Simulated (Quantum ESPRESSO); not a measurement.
# GaP (F-43m): phonon deformation potentials, worked out

Aim: the phonon deformation potentials p and q of GaP (F-43m), tested on a biaxially strained cell.

Program: Quantum ESPRESSO 7.5. Level of theory: DFT LDA, scalar-relativistic, plane waves, PseudoDojo norm-conserving pseudopotentials. Results are calculated unless marked as measured.

## Step 1: The relaxed structure

Symmetry: F-43m, No. 216, cubic system. Conventional cell: a = 5.387 Å, b = 5.387 Å, c = 5.387 Å, α = 90.00°, β = 90.00°, γ = 90.00°. Ga has 4 P at 2.33 Å nearest. Nearest to P lie 4 Ga at 2.33 Å. Farther neighbours are not listed.

Structure file:

```
CELL_PARAMETERS angstrom
-2.69366 0.00000 2.69366
0.00000 2.69366 2.69366
-2.69366 2.69366 0.00000
ATOMIC_POSITIONS crystal
Ga 0.00000 0.00000 0.00000
P 0.25000 0.25000 0.25000
```

This is the cell after its relaxation at this level of theory, not the database cell from which that began.

## Step 2: Uniaxial strain

The relaxed cell is stretched along z alone. This keeps all atoms on sites fixed by symmetry and splits the threefold mode into a singlet, polarised along z, and a doublet. The macroscopic field is left out, so these are transverse modes. Cutoff 88 Ry, k mesh 8×8×8.

From the response at ε_zz = 0.01:

The program printed:

```text
[banners, grids, parts of the stress and lines that vanish by symmetry left out]
Program PHONON v.7.5
     Reading xml data from directory:

[...]
Exchange-correlation= PW
                           (   1   4   0   0   0   0   0)
[...]
kinetic-energy cut-off    =      88.0000  Ry
     charge density cut-off    =     352.0000  Ry
     convergence threshold     =      1.0E-18
[...]
Exchange-correlation= PW
                           (   1   4   0   0   0   0   0)
[...]
q = (   0.0000000   0.0000000   0.0000000 )
      9 Sym.Ops. (with q -> -q+G )
     G cutoff =  466.7015  (  29787 G-vectors)     FFT grid: ( 45, 45, 45)
     number of k points=    59
[...]
Mode symmetry, D_2d (-42m) point group:
[...]
Representation #   1 mode #   1
[...]
End of self-consistent calculation
     Convergence has been achieved
     Representation #   2 mode #   2
[...]
End of self-consistent calculation
     Convergence has been achieved
     Representation #   3 modes #   3   4
[...]
End of self-consistent calculation
     Convergence has been achieved
     Representation #   4 modes #   5   6
[...]
End of self-consistent calculation
     Convergence has been achieved
[...]
q = (    0.000000000   0.000000000   0.000000000 )
[...]
freq (    1) =      -0.068159 [THz] =      -2.273528 [cm-1]
     freq (    2) =      -0.068159 [THz] =      -2.273528 [cm-1]
     freq (    3) =      -0.067457 [THz] =      -2.250140 [cm-1]
     freq (    4) =      10.812575 [THz] =     360.668675 [cm-1]
     freq (    5) =      10.812575 [THz] =     360.668675 [cm-1]
     freq (    6) =      10.825129 [THz] =     361.087426 [cm-1]
[...]
Mode symmetry, D_2d (-42m) point group:
     freq (   1-   1) =         -2.3  [cm-1]   --> B_2  X_3  W_2   I+R
     freq (   2-   3) =         -2.3  [cm-1]   --> E    X_5  W_3   I+R
     freq (   4-   5) =        360.7  [cm-1]   --> E    X_5  W_3   I+R
     freq (   6-   6) =        361.1  [cm-1]   --> B_2  X_3  W_2   I+R

   JOB DONE.
```

```csv
ε_zz,singlet (cm⁻¹),doublet (cm⁻¹),σ_zz (GPa),σ_xx (GPa)
-0.01,369.31,369.94,-1.444,-0.665
-0.005,367.31,367.60,-0.719,-0.327
0,365.28,365.28,-0.001,-0.001
0.005,363.21,362.97,0.708,0.312
0.01,361.09,360.67,1.410,0.612
```

Stress is counted positive in tension.

## Step 3: The fit

To first order ω² − ω₀² = p ε_zz + q (ε_xx + ε_yy) for the mode along z, and likewise for x and y. With ε_zz alone the singlet gives p and the doublet q.

The linear terms of parabolas through ω² are p = -2.25 ω₀² and q = -2.54 ω₀², with ω₀ = 365.3 cm⁻¹. Those of the stresses are C11 = 143 GPa and C12 = 64 GPa. Under hydrostatic strain p and q imply γ = −(p + 2q)/(6 ω₀²) = 1.22.

A layer held to an in-plane strain ε and free along z takes ε_zz = −2 (C12/C11) ε = -0.895 ε. To first order the singlet then shifts by (q − p C12/C11) ε / ω₀ = -559 ε cm⁻¹. For ε = 0.004, ε_zz = -0.00358, the formulas for ω² predict 363.04 cm⁻¹ for the singlet and 363.44 cm⁻¹ for the doublet.

## Step 4: A biaxially strained cell

This run was no part of the fit.

The program printed:

```text
[banners, grids, parts of the stress and lines that vanish by symmetry left out]
[banner, memory and clock lines left out]
Program PHONON v.7.5

[...]
Exchange-correlation= PW
                           (   1   4   0   0   0   0   0)
[...]
kinetic-energy cut-off    =      88.0000  Ry
     charge density cut-off    =     352.0000  Ry
     convergence threshold     =      1.0E-18
[...]
Exchange-correlation= PW
                           (   1   4   0   0   0   0   0)
[...]
q = (   0.0000000   0.0000000   0.0000000 )
      9 Sym.Ops. (with q -> -q+G )
     G cutoff =  462.2586  (  29555 G-vectors)     FFT grid: ( 45, 45, 45)
     number of k points=    59
[...]
Mode symmetry, D_2d (-42m) point group:
[...]
Representation #   1 mode #   1
[...]
End of self-consistent calculation
     Convergence has been achieved
     Representation #   2 mode #   2
[...]
End of self-consistent calculation
     Convergence has been achieved
     Representation #   3 modes #   3   4
[...]
End of self-consistent calculation
     Convergence has been achieved
     Representation #   4 modes #   5   6
[...]
End of self-consistent calculation
     Convergence has been achieved
[...]
q = (    0.000000000   0.000000000   0.000000000 )
[...]
freq (    1) =       0.061692 [THz] =       2.057823 [cm-1]
     freq (    2) =       0.063793 [THz] =       2.127889 [cm-1]
     freq (    3) =       0.063793 [THz] =       2.127889 [cm-1]
     freq (    4) =      10.883958 [THz] =     363.049774 [cm-1]
     freq (    5) =      10.894824 [THz] =     363.412216 [cm-1]
     freq (    6) =      10.894824 [THz] =     363.412216 [cm-1]
[...]
Mode symmetry, D_2d (-42m) point group:
     freq (   1-   1) =          2.1  [cm-1]   --> B_2  X_3  W_2   I+R
     freq (   2-   3) =          2.1  [cm-1]   --> E    X_5  W_3   I+R
     freq (   4-   4) =        363.0  [cm-1]   --> B_2  X_3  W_2   I+R
     freq (   5-   6) =        363.4  [cm-1]   --> E    X_5  W_3   I+R
```

```csv
mode,predicted (cm⁻¹),run (cm⁻¹)
singlet,363.04,363.05
doublet,363.44,363.41
```

The stress along z is 0.000 GPa and that in the plane 0.589 GPa; the unstrained cell carries -0.001 GPa.

## Step 5: Summary of results

| Quantity | Value |
| --- | --- |
| p (in units of the squared frequency) | -2.249 |
| q (same units) | -2.537 |
| shift of the singlet per unit of biaxial strain | -559 cm⁻¹ |
| C11 and C12 | 143 and 64 GPa |

**Reading.** To first order, one per cent of tensile biaxial strain moves the singlet of GaP (F-43m) by -5.6 cm⁻¹ and the doublet by -4.6 cm⁻¹; the formulas miss the test run by up to 0.03 cm⁻¹. In backscattering from (001) the mode polarised along z is the one seen in diamond and zinc-blende crystals; in a polar crystal it is the LO mode, whose potentials differ somewhat from these. The third potential, r, needs shear strain and a relaxation of the atoms, which was not run. These are harmonic values at zero temperature.

[Host names and launcher messages were left out of these logs when they were recorded.]

[Logs are printed without paths, hosts, clocks, repeated set-up lines and the standing remarks that a program may print on its own settings, such as how far it seeks lower states.]

[Hosts, paths, dates, database ids (printed as entryN), source tags and the programs' standing remarks are cut or masked in the printed files.]
